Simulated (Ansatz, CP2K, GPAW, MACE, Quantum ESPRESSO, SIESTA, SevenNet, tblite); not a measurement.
# Which run comes nearest? Random rock-salt alloy of CaS and PbS (64 atoms)

The cell holds 64 atoms: 12 Pb, 32 S and 20 Ca. Its edges and angles: a = 11.565 Å, b = 11.565 Å, c = 11.565 Å, α = 90.0°, β = 90.0°, γ = 90.0°. It derives from CaS (rock-salt), repeated 2×2×2. Rock-salt CaS, 2 x 2 x 2 conventional cells, 12 of 32 Ca sites given to Pb at random (x = 0.375), lattice by Vegard's rule (a = 5.782 Å); not relaxed, displaced by a Gaussian of 0.02 Å. Then every atom was moved at random, 0.05 Å r.m.s. a Cartesian component.

Geometry: as built.

The reference, a calculation:

| Property | Result |
| --- | --- |
| method | Kohn-Sham DFT, PBE, PAW, plane waves (Ansatz 0.2.0); cutoff 420 eV, Γ point, fermi-dirac smearing of 0.05 eV; PAW set soft_2 |
| r.m.s. force component | 0.4182 eV/Å |
| longest force | 1.355 eV/Å |
| pressure | 2.794 GPa |
| gap (highest filled to lowest empty level) | 1.828 eV |
| SCF cycles | 8 |
| time | 8.4 s on 8 threads of Arm Neoverse V2, shared host |
| CPU time | 62 s |

Q: Estimate the differences from the reference, the CPU time and the memory of each run.
- SevenNet l3i5 potential (SevenNet l3i5; 1 thread)
- SIESTA PBE, DZP, shift 0.01 Ry, mesh 300 Ry (SIESTA 5.4.2; 1 thread)
- tblite GFN1-xTB (tblite 0.8.0; 1 thread)
- MACE MP-0b2 small potential (MACE MP-0b2 small; 1 thread)
- QE PBE, sssp-1.3.0-efficiency, 45/360 Ry (Quantum ESPRESSO 7.5; 4 MPI ranks)
- CP2K PBE, DZVP-UZH, 600/50 Ry, diagonalisation (CP2K 2026.2; 4 MPI ranks)
- GPAW PBE, plane waves 450 eV (GPAW 26.7.0; 2 MPI ranks)
- CP2K BLYP, DZVP-MOLOPT-SR, 600/50 Ry, diagonalisation (CP2K 2026.2; 2 threads)
- GPAW PBE, LCAO dzp, h 0.2 Å (GPAW 26.7.0; 1 thread)
- GPAW revPBE, LCAO dzp, h 0.2 Å (GPAW 26.7.0; 1 thread)

Differences are against the plane-wave reference, forces as r.m.s. over components; share is that over the reference's r.m.s. force, slope the least-squares factor from reference forces to these. Total energies of different programs have different zeros and aren't compared.

| run | Δ force, r.m.s. (meV/Å) | share (%) | slope | Δ pressure (GPa) | Δ gap (eV) | cores | CPU time | memory (GiB) |
| --- | --- | --- | --- | --- | --- | --- | --- | --- |
| reference | - | - | - | - | - | 8 | 62 s | 1.8 |
| SevenNet l3i5 potential | 73.6 | 17.6 | 1.016 | 0.198 | - | 1 | 7.4 s | 0.93 |
| SIESTA PBE, DZP, shift 0.01 Ry, mesh 300 Ry | 172 | 41.0 | 1.059 | 3.08 | -0.106 | 1 | 3.1 min | 1.1 |
| tblite GFN1-xTB | 273 | 65.3 | 0.550 | -10.2 | - | 1 | 4.3 s | 0.13 |
| MACE MP-0b2 small potential | 81.5 | 19.5 | 0.907 | -0.336 | - | 1 | 5.5 s | 0.67 |
| QE PBE, sssp-1.3.0-efficiency, 45/360 Ry | 5.53 | 1.32 | 1.010 | -0.0068 | 0.0085 | 4 | 23 min | 3.5 |
| CP2K PBE, DZVP-UZH, 600/50 Ry, diagonalisation | 34.0 | 8.13 | 1.073 | 0.911 | -0.0229 | 4 | 3.7 min | 5.7 |
| GPAW PBE, plane waves 450 eV | 13.0 | 3.10 | 0.980 | -0.346 | -0.0422 | 2 | 4.9 min | 1.4 |
| CP2K BLYP, DZVP-MOLOPT-SR, 600/50 Ry, diagonalisation | 34.8 | 8.32 | 0.993 | 2.23 | 0.126 | 2 | 3.4 min | 4.1 |
| GPAW PBE, LCAO dzp, h 0.2 Å | 39.2 | 9.37 | 1.065 | - | 0.0189 | 1 | 3.7 min | 1.6 |
| GPAW revPBE, LCAO dzp, h 0.2 Å | 45.6 | 10.9 | 1.081 | - | 0.0671 | 1 | 3.7 min | 1.6 |

Times of the machine-learned potentials are mostly Python's start and the loading of weights.

CPU time is summed over cores on a shared host, where runs went side by side, so it is rough. Symmetry, cutoffs, thresholds, outputs and thread counts weren't matched or tuned between programs; memory under MPI is the largest rank's times the ranks.

PBE on plane waves or a grid with other potentials, cutoffs or grids differs from the reference by 1.3 % (QE PBE, sssp-1.3.0-efficiency, 45/360 Ry) to 3.1 % (GPAW PBE, plane waves 450 eV) of the r.m.s. force; this holds the reference's own error, so differences of a few per cent don't tell which side is nearer the exact PBE result (QE's 45 Ry are 612 eV, against the reference's 420 eV). The PBE runs in local orbitals differ by 8.1 % (CP2K PBE, DZVP-UZH, 600/50 Ry, diagonalisation) to 41 % (SIESTA PBE, DZP, shift 0.01 Ry, mesh 300 Ry); basis, grid and potentials can all enter. Tight binding differs by 65 % (tblite GFN1-xTB); it is another model, with fitted parameters of its own, and the xTB methods hold dispersion. Machine-learned potentials differ by 18 % (SevenNet l3i5 potential) to 19 % (MACE MP-0b2 small potential); they were trained on other programs' data. Periodic xTB results under one method name differ between programs and library versions. Machine-learned potentials mimic data converged in k, so the reference's own k-point error enters their differences. The electronic-structure runs sample only Γ, in a cell whose shortest periodic width is 12 Å.

[Hosts, paths, dates, database ids (printed as entryN), source tags and the programs' standing remarks are cut or masked in the printed files.]
